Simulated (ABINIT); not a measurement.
### CaC2 (I4/mmm): G0W0 with ABINIT, start to end

Symmetry: I4/mmm, No. 139, tetragonal system. Conventional cell: a = 3.869 Å, b = 3.869 Å, c = 6.404 Å, α = 90.00°, β = 90.00°, γ = 90.00°. Nearest to Ca lie 10 C at 2.58 to 2.81 Å. Nearest to C lie 1 C at 1.25 Å and 5 Ca at 2.58 to 2.81 Å. Farther neighbours, and contacts between anions beyond the nearest, are not listed.

- method: RPA screening on PBEsol, plane waves, norm-conserving pseudopotentials (and 2 further levels or steps)
- program: ABINIT 10.8.3
- settings: cutoff 37 Ha, PseudoDojo scalar-relativistic 0.4.1 standard, norm-conserving, ngkpt (4, 4, 4), nband 36, ecuteps 3.2 Ha, inclvkb 2, shiftk (0, 0, 0), symchi 1, awtr 1, frequency ppm, 4×4×4 k-mesh
- cost: 5 runs, 2.3 min in all on 4 MPI ranks of Arm Neoverse V1, shared host
- notes: The program’s warnings: nkpt*nsppol () is not a multiple of nproc spkpt (). The cell and positions are those that the Materials Project relaxed with its own functionals (PBE, PBE+U or r2SCAN), kept fixed. The 4×4×4 mesh is coarse for this cell, which bears on the long-range parts of exchange and screening.
- PBEsol gap: 1.20 eV, indirect
- G0W0 gap on the mesh: 2.91 eV
- GW settings: 4×4×4 mesh, 36 bands, screening to 87.1 eV, Godby-Needs plasmon pole
- known limits: short of the basis limit; coarse k mesh

G0W0 moves the gap on the mesh from 1.21 eV to 2.91 eV (+1.71 eV), with Z of 0.78 and 0.82 at the edges. Local fields lower the RPA ε∞ on this mesh from 4.15 to 3.57; a Γ-centred mesh this coarse tends to raise both, most where the direct gap is narrow, while a short band sum lowers them.

[Paths, hosts, dates, memory and timing lines, banners, echoed tables and standing remarks are left out of the program output; an Ansatz launch command may be rebuilt from the run's recorded settings. Measured values are a selection of at most five: reports struck by readers or far from the other reports are left out. None is set beside runs whose start may be inverted or whose files or cutoffs have a known fault.]

[Runs of the session that timed out or met a known fault of the program may be left out.]

[Hosts, paths, dates, database ids (printed as entryN), source tags and the programs' standing remarks are cut or masked in the printed files.]

[G0W0 gaps are taken among the corrected bands and points alone; a level outside them can change the order at an edge.]

[Where Ansatz stands beside ABINIT at settings called matched, ABINIT's density can come from a denser mesh and the files from another edition; pairs whose starting gaps differed by over 0.03 eV were left out, so agreement reads better than it is.]
